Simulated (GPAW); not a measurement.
# Mg2NCl (R-3m): G0W0 on several meshes in GPAW

How does the mesh move the gap of Mg2NCl (R-3m)?

Main program and level: GPAW 26.7.0; LDA and many-body steps on it, plane waves.

This is a report of a sequence of runs, with most program output left out.

### 1. Set-up

The structure is trigonal, space group R-3m (No. 166). Conventional cell: a = 3.321 Å, b = 3.321 Å, c = 18.009 Å, α = 90.00°, β = 90.00°, γ = 120.00°. Nearest to Mg lie 3 N at 2.17 Å and 3 Cl at 2.76 Å and 3 Mg at 2.79 Å. Nearest to N lie 6 Mg at 2.17 Å. Cl has 6 Mg at 2.76 Å nearest. Farther neighbours and most contacts between anions are not listed.

As a file:

```xyz
4
Lattice="1.6607 0.9588 6.0030 -1.6607 0.9588 6.0030 0.0000 -1.9176 6.0030" Properties=species:S:1:pos:R:3 pbc="T T T"
Mg    0.0000    0.0000    4.0127
Mg    0.0000    0.0000   13.9963
N     0.0000    0.0000    9.0045
Cl    0.0000    0.0000    0.0000
```

The cell and positions are those that the Materials Project relaxed with its own functionals (PBE, PBE+U or r2SCAN), kept fixed.

### 2. Empty states on the mesh, 4×4×4 mesh, 273 bands

This step: GPAW 26.7.0; DFT, LDA, plane waves, PAW.

The sums over transitions need many empty states on a uniform mesh; this step solves for them.

Input file run.py:

```python
import json
import numpy as np
from gpaw.mpi import world
from gpaw import GPAW

calc = GPAW('gs.gpw').fixed_density(kpts={'size': (4, 4, 4), 'gamma': True},
    parallel={'domain': 1, 'band': 1},
    txt='nscf.txt')
calc.diagonalize_full_hamiltonian(nbands=273)
calc.write('full.gpw', mode='all')
res = {}
kpts = calc.get_ibz_k_points()
res['kpts'] = kpts
res['eigenvalues'] = [calc.get_eigenvalues(kpt=k) for k in range(len(kpts))]
res['n_electrons'] = calc.get_number_of_electrons()

if world.rank == 0:
    with open('result.json', 'w') as f:
        json.dump(res, f, default=lambda x: x.tolist())
```

Run with:

```bash
$ mpirun -n 4 gpaw python run.py
```

Elapsed: 54 s, on 4 MPI ranks of Arm Neoverse V1, shared host; peak memory 2.1 GiB; 3.6 min of CPU time.

Numbers from this step:

| Quantity | Value |
| --- | --- |
| gap | 2.164 eV |
| k of the valence top | 0, 0, 0 |
| k of the conduction bottom | 0, 0, 0 |
| least direct gap | 2.164 eV |
| k points computed | 13 |
| lowest point of the top converged band, above the valence top | 145.6306 eV |

On this mesh the gap is 2.164 eV.

### 3. 4×4×4

G0W0 replaces the xc potential by the self-energy, built once from these orbitals. Only a window of levels is corrected, while the sums run over the empty bands that the input names.

This step: G0W0 on LDA, plane waves, PAW.

Input file run.py:

```python
import json
import numpy as np
from gpaw.mpi import world
from gpaw.response.g0w0 import G0W0

gw = G0W0('full.gpw',
    filename='gw',
    kpts=[0],
    bands=(14, 18),
    ecut=48,
    nbands=43,
    integrate_gamma='WS',
    ppa=True)
gw.calculate()
res = {mode: {k: v for k, v in r.items() if k != 'sigma_eskwn'}
       for mode, r in gw.all_results.items()}

if world.rank == 0:
    with open('result.json', 'w') as f:
        json.dump(res, f, default=lambda x: x.tolist())
```

Run with:

```bash
$ mpirun -n 4 gpaw python run.py
```

Run time: 59 s. Hardware: 4 MPI ranks; peak memory 2.1 GiB.

This step gave:

```
G0W0 gap on the points computed              : 3.259 eV
least direct G0W0 gap on the computed points : 3.259 eV
Z at the valence top                         : 0.7799
Z at the conduction bottom                   : 0.8287
starting gap on the mesh                     : 2.164 eV
k of the valence top                         : 0, 0, 0
k of the conduction bottom                   : 0, 0, 0
```

The gap on the mesh goes from 2.16 eV to 3.26 eV, a correction of +1.09 eV.

### 4. Empty states on the mesh, 6×6×6 mesh, 53 bands

This step: DFT, LDA, plane waves, PAW.

Input file run.py:

```python
import json
import numpy as np
from gpaw.mpi import world
from gpaw import GPAW

calc = GPAW('gs.gpw').fixed_density(kpts={'size': (6, 6, 6), 'gamma': True},
    nbands=61,
    convergence={'bands': 53},
    txt='nscf.txt')
calc.write('full.gpw', mode='all')
res = {}
kpts = calc.get_ibz_k_points()
res['kpts'] = kpts
res['eigenvalues'] = [calc.get_eigenvalues(kpt=k) for k in range(len(kpts))]
res['n_electrons'] = calc.get_number_of_electrons()

if world.rank == 0:
    with open('result.json', 'w') as f:
        json.dump(res, f, default=lambda x: x.tolist())
```

Run with:

```bash
$ mpirun -n 4 gpaw python run.py
```

Run time: 47 s. Hardware: 4 MPI ranks; peak memory 1.1 GiB; 3.2 min of CPU time.

Numbers from this step:

```yaml
gap: 2.164 eV
k_of_the_valence_top: 0, 0, 0
k_of_the_conduction_bottom: 0, 0, 0
least_direct_gap: 2.164 eV
k_points_computed: 32
lowest_point_of_the_top_converged_band_above_the_valence_top: 34.62 eV
```

On this mesh the gap is 2.164 eV.

### 5. 6×6×6

This step: G0W0 on LDA, plane waves, PAW.

Input file run.py:

```python
import json
import numpy as np
from gpaw.mpi import world
from gpaw.response.g0w0 import G0W0

gw = G0W0('full.gpw',
    filename='gw',
    kpts=[0],
    bands=(14, 18),
    ecut=48,
    nbands=43,
    integrate_gamma='WS',
    ppa=True)
gw.calculate()
res = {mode: {k: v for k, v in r.items() if k != 'sigma_eskwn'}
       for mode, r in gw.all_results.items()}

if world.rank == 0:
    with open('result.json', 'w') as f:
        json.dump(res, f, default=lambda x: x.tolist())
```

Run with:

```bash
$ mpirun -n 4 gpaw python run.py
```

Wall time 7.5 min (4 MPI ranks); peak memory 3.8 GiB; 30 min of CPU time.

This step gave:

- G0W0 gap on the points computed: 3.229 eV
- least direct G0W0 gap on the computed points: 3.229 eV
- Z at the valence top: 0.7802
- Z at the conduction bottom: 0.8300
- starting gap on the mesh: 2.164 eV
- k of the valence top: 0, 0, 0
- k of the conduction bottom: 0, 0, 0

Against G0W0 in GPAW (4×4×4 mesh, 43 bands, screening to 48 eV, Godby-Needs plasmon pole), the gap moves by −0.029 eV.

### 6. The runs together

Times are wall times on 4 MPI ranks of Arm Neoverse V1, shared host, good to a factor of about two.

| run | mesh | bands | screening cutoff (eV) | DFT gap (eV) | gap on the mesh (eV) | direct (eV) | time |
| --- | --- | --- | --- | --- | --- | --- | --- |
| 4×4×4 | 4×4×4 | 43 | 48 | 2.164 | 3.259 | 3.259 | 59 s |
| 6×6×6 | 6×6×6 | 43 | 48 | 2.164 | 3.229 | 3.229 | 7.5 min |

### 7. Outcome

| Property | Result |
| --- | --- |
| 4×4×4 | 3.259 eV |
| 6×6×6 | 3.229 eV |
| known limits | not at the basis limit |

What this shows: 6×6×6: −0.029 eV against 4×4×4. Bands and cutoff are finite, so the gap is not at the basis limit. The miss can reach some tenths of an eV and take either sign; the mesh is an error of its own. These stock PAW sets were not made for GW. In the G0W0 runs levels were corrected at 1 k point alone, so a gap called «on the mesh» is the least over those, and an edge elsewhere would be missed.

[Paths, hosts, dates, memory and timing lines, banners, echoed tables and standing remarks are left out of the program output.]

[Logs are printed without paths, hosts, clocks, repeated set-up lines and the standing remarks that a program may print on its own settings, such as how far it seeks lower states.]

[Runs of the session that timed out or met a known fault of the program may be left out.]

[Hosts, paths, dates, database ids (printed as entryN), source tags and the programs' standing remarks are cut or masked in the printed files.]
